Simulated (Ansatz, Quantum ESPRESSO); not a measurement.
# Evanescent states of InP, zinc blende type, lattice constant set to 5.662 Å, part 3 of 4

Wanted: the complex band structure of InP, zinc blende type, lattice constant set to 5.662 Å, as for a tunnel barrier.

Quantum ESPRESSO 7.5; plane-wave DFT, PBE, GBRV ultrasoft pseudopotentials; cross-check by Ansatz 0.2.0 with PAW datasets.

So far. Step 2 (SCF with pw.x): The run needed 9 iterations to bring the estimated error under 1e-09 Ry.

**3. Complex bands with pwcond.x (continued)**

Level of this step: complex band structure by pwcond; plane-wave DFT, PBE, GBRV ultrasoft pseudopotentials (Quantum ESPRESSO).

K across = (1/2, 1/2) in the cell's reciprocal vectors; values within 0.0025 1/Å of each other count once, columns are sorted by size at each energy, a dash where no further value was kept. Im kz of the slowest decaying states against energy, zero at the highest filled level of the SCF mesh:

```
energy (eV)  decay 1 (Å⁻¹)  decay 2 (Å⁻¹)  decay 3 (Å⁻¹)
      -1.92          0.264          0.282           1.63
      -1.76          0.277          0.298           1.62
      -1.60          0.287           0.31           1.62
      -1.44          0.294           0.32           1.61
      -1.28          0.299          0.327           1.60
      -1.12          0.301          0.332           1.60
      -0.96          0.302          0.335           1.59
      -0.64            0.3          0.338           1.57
      -0.48          0.296          0.337           1.57
      -0.32          0.291          0.335           1.56
      -0.16          0.285          0.331           1.55
       0.00          0.277          0.327           1.54
       0.16          0.267          0.321           1.53
       0.32          0.256          0.314           1.53
       0.48          0.243          0.306           1.52
       0.64          0.228          0.296           1.51
       0.80          0.211          0.285           1.50
       0.96          0.191          0.273           1.49
       1.12          0.166          0.259           1.49
       1.44          0.092          0.224           1.47
       1.60          0.203           1.46           1.67
       1.76          0.177           1.45           1.66
       1.92          0.146           1.44           1.65
       2.08          0.102           1.43           1.64
       2.24           1.43           1.62           1.83
       2.40           1.42           1.61           1.82
       2.56           1.41           1.60           1.81
       2.72           1.40           1.59           1.80
       2.88           1.39           1.58           1.79
       3.04           1.38           1.56           1.78
       3.20           1.37           1.55           1.77
       3.52           1.35           1.53           1.75
       3.68           1.34           1.51           1.74
       3.84           1.33           1.50           1.73
       4.00           1.32           1.49           1.72
       4.16           1.31           1.48           1.71
       4.32          0.027           1.30           1.46
       4.48          0.054           1.28           1.45
```

K across = (1/4, 0) in the cell's reciprocal vectors; values within 0.0025 1/Å of each other count once, columns are sorted by size at each energy, a dash where no further value was kept. The Im kz of the slowest decaying states by energy, zero at the highest filled level of the SCF mesh:

```
energy (eV)  decay 1 (Å⁻¹)  decay 2 (Å⁻¹)  decay 3 (Å⁻¹)
      -1.92          0.114           1.11           1.33
      -1.76          0.111           1.08           1.32
      -1.60          0.099           1.05           1.30
      -1.44          0.076           1.02           1.29
      -1.28          0.994           1.27           1.36
      -1.12          0.965           1.26           1.34
      -0.96          0.936           1.24           1.33
      -0.64          0.036           0.88           1.21
      -0.48          0.098          0.851           1.20
      -0.32          0.129          0.823           1.18
      -0.16          0.144          0.151          0.794
       0.00          0.166          0.214          0.765
       0.16          0.177          0.262          0.736
       0.32          0.185          0.298          0.706
       0.48           0.19          0.328          0.675
       0.64          0.192          0.352          0.644
       0.80          0.192          0.373          0.611
       0.96          0.189          0.391          0.577
       1.12          0.184          0.405          0.541
       1.44          0.163          0.429          0.462
       1.60          0.147          0.418          0.438
       1.76          0.123          0.367          0.445
       1.92          0.087          0.308          0.451
       2.08          0.231          0.455          0.881
       2.24          0.104          0.458          0.857
       2.40          0.459          0.833          0.865
       2.56          0.459          0.808          0.837
       2.72          0.013          0.458          0.783
       2.88          0.076          0.089          0.454
       3.04          0.099          0.129          0.448
       3.20          0.111           0.15           0.44
       3.52          0.116          0.164          0.413
       3.68          0.111          0.161          0.392
       3.84          0.101          0.152          0.364
       4.00          0.082          0.135          0.327
       4.16          0.044          0.103          0.279
       4.32          0.211          0.354          0.555
       4.48          0.091          0.226           0.54
```

**4. Complex bands with pwcond.x, with ewind = 6.0 and epsproj = 1e-07**

A sensitivity test on the input.

File cbs.w.in:

```
&inputcond
  outdir = './out'
  prefixl = 'scf'
  band_file = 'cbs.w'
  ikind = 0
  ewind = 6.0
  epsproj = 1e-07
  nz1 = 7
  energy0 = 4.48
  denergy = -0.16
/
4
  0.00000000 0.00000000 1.00000000
  0.50000000 0.00000000 1.00000000
  0.50000000 0.50000000 1.00000000
  0.25000000 0.00000000 1.00000000
41
```

The run is started by

```
> OMP_NUM_THREADS=1 mpirun -n 2 pwcond.x -in cbs.w.in > cbs.w.out
```

What it wrote:

```text
[banner, memory and clock lines left out]
Program PWCOND v.7.5 starts
[citation notice left out]

[...]
./out/scf.save/

     IMPORTANT: XC functional enforced from input :
     Exchange-correlation= PBE
                           (   1   4   3   4   0   0   0)
     Any further DFT definition will be discarded
     Please, verify this is what you really want

     Reading collected, re-writing distributed wavefunctions

===== INPUT FILE containing the left lead =====

     GEOMETRY:

     lattice parameter (alat)  =       7.5658  a.u.
     the volume                =     612.4578 (a.u.)^3
     the cross section         =      57.2410 (a.u.)^2
     l of the unit cell        =       1.4142 (alat)
     number of atoms/cell      =            4
     number of atomic types    =            2

     crystal axes: (cart. coord. in units of alat)
               a(1) = (  1.0000  0.0000  0.0000 )
               a(2) = (  0.0000  1.0000  0.0000 )
               a(3) = (  0.0000  0.0000  1.4142 )

   Cartesian axes

     site n.     atom                  positions (alat units)
          1        In     tau(  1)=(  0.0000  0.0000  1.4142  )
          2        P      tau(  2)=(  0.5000  0.0000  0.3536  )
          3        In     tau(  3)=(  0.5000  0.5000  0.7071  )
          4        P      tau(  4)=(  0.0000  0.5000  1.0607  )

     nr1s                      =           32
     nr2s                      =           32
     nr3s                      =           45
     nr1sx                     =           32
     nr2sx                     =           32
     nr3sx                     =           45
     nr1                       =           36
     nr2                       =           36
     nr3                       =           50
     nr1x                      =           36
     nr2x                      =           36
     nr3x                      =           50

 _______________________________
  Radii of nonlocal spheres:

     type       ibeta     ang. mom.          radius (alat units)
       In         1         0                    0.3197
       In         2         0                    0.3197
       In         3         1                    0.3197
       In         4         1                    0.3197
       In         5         2                    0.3197
       In         6         2                    0.3197
       P          1         0                    0.1989
       P          2         0                    0.1989
       P          3         1                    0.1989
       P          4         1                    0.1989
       P          5         2                    0.1989
       P          6         2                    0.1989
----- General information -----

----- Complex band structure calculation -----

     nrx                       =           32
     nry                       =           32
     nz1                       =            7

     energy0               =         4.5E+00
     denergy               =        -1.6E-01
     nenergy               =         41
     ecut2d                =         4.0E+01
     ewind                 =         6.0E+00
     epsproj               =         1.0E-07

     number of k_|| points=    4
                       cryst. coord.
        k(    1) = (   0.0000000   0.0000000), wk =   0.2500000
        k(    2) = (   0.5000000   0.0000000), wk =   0.2500000
        k(    3) = (   0.5000000   0.5000000), wk =   0.2500000
        k(    4) = (   0.2500000   0.0000000), wk =   0.2500000
----- Information about left lead -----

     nocros                   =           18
     noins                    =           54
     norb                     =           90
     norbf                    =           90
     nrz                      =           45

      iorb      type   ibeta   ang. mom.   m       position (alat)
        1        1       1        0        1   taunew(   1)=(  0.0000  0.0000  0.0000)
        2        1       2        0        1   taunew(   2)=(  0.0000  0.0000  0.0000)
[...]
90        1       6        2        5   taunew(  90)=(  0.0000  0.0000  1.4142)
 ngper, shell number =          177          27
 ngper, n2d =          177         177
---  E-Ef =    4.4800000  k =    0.0000000   0.0000000
---  ie =          1  ik =          1
 Nchannels of the left tip =            2
 Right moving states:
   k1(2pi/a)   k2(2pi/a)   E-Ef (eV)
   0.1736349   0.0000000   4.4800000
   0.1736349   0.0000000   4.4800000
 Left moving states:
   k1(2pi/a)   k2(2pi/a)   E-Ef (eV)
  -0.1736349   0.0000000   4.4800000
  -0.1736349   0.0000000   4.4800000

---  E-Ef =    4.3200000  k =    0.0000000   0.0000000
---  ie =          2  ik =          1
 Nchannels of the left tip =            2
 Right moving states:
   k1(2pi/a)   k2(2pi/a)   E-Ef (eV)
   0.1358492   0.0000000   4.3200000
   0.1358492   0.0000000   4.3200000
 Left moving states:
   k1(2pi/a)   k2(2pi/a)   E-Ef (eV)
  -0.1358492   0.0000000   4.3200000
  -0.1358492   0.0000000   4.3200000
[... further energies and points left out ...]
---  E-Ef =   -1.7600000  k =    0.2500000   0.0000000
---  ie =         40  ik =          4
 Nchannels of the left tip =            2
 Right moving states:
   k1(2pi/a)   k2(2pi/a)   E-Ef (eV)
   0.3793949   0.0000000  -1.7600000
   0.4760056   0.0000000  -1.7600000
 Left moving states:
   k1(2pi/a)   k2(2pi/a)   E-Ef (eV)
  -0.3793949   0.0000000  -1.7600000
  -0.4760056   0.0000000  -1.7600000

---  E-Ef =   -1.9200000  k =    0.2500000   0.0000000
---  ie =         41  ik =          4
 Nchannels of the left tip =            2
 Right moving states:
   k1(2pi/a)   k2(2pi/a)   E-Ef (eV)
   0.3115332   0.0000000  -1.9200000
   0.4506805   0.0000000  -1.9200000
 Left moving states:
   k1(2pi/a)   k2(2pi/a)   E-Ef (eV)
  -0.3115332   0.0000000  -1.9200000
  -0.4506805   0.0000000  -1.9200000

[...]
```

The job ended after 11 min (2 MPI ranks of Intel Xeon Platinum 8559C (Emerald Rapids), shared host; peak memory 0.2 GiB; 15 min of CPU time).

Beside the run it was changed from:

```
                                       quantity  this run  unchanged run  difference
peak of the smallest κ at the zone centre (Å⁻¹)     0.086          0.086           0
       peak of the smallest κ at (1/2, 0) (Å⁻¹)     0.193          0.193           0
                                  wall time (s)       644            342
```

The physical values in this table stay within 0.05 %.

(Continued in part 4 of 4.)

[Logs are printed without paths, hosts, clocks, repeated set-up lines and the standing remarks that a program may print on its own settings, such as how far it seeks lower states.]

[Hosts, paths, dates, database ids (printed as entryN), source tags and the programs' standing remarks are cut or masked in the printed files.]

[Maps of the electrostatic potential energy from Ansatz leave out the sawtooth potential of an applied field or a dipole correction, so their vacuum need not be flat; planar profiles and work functions include it.]
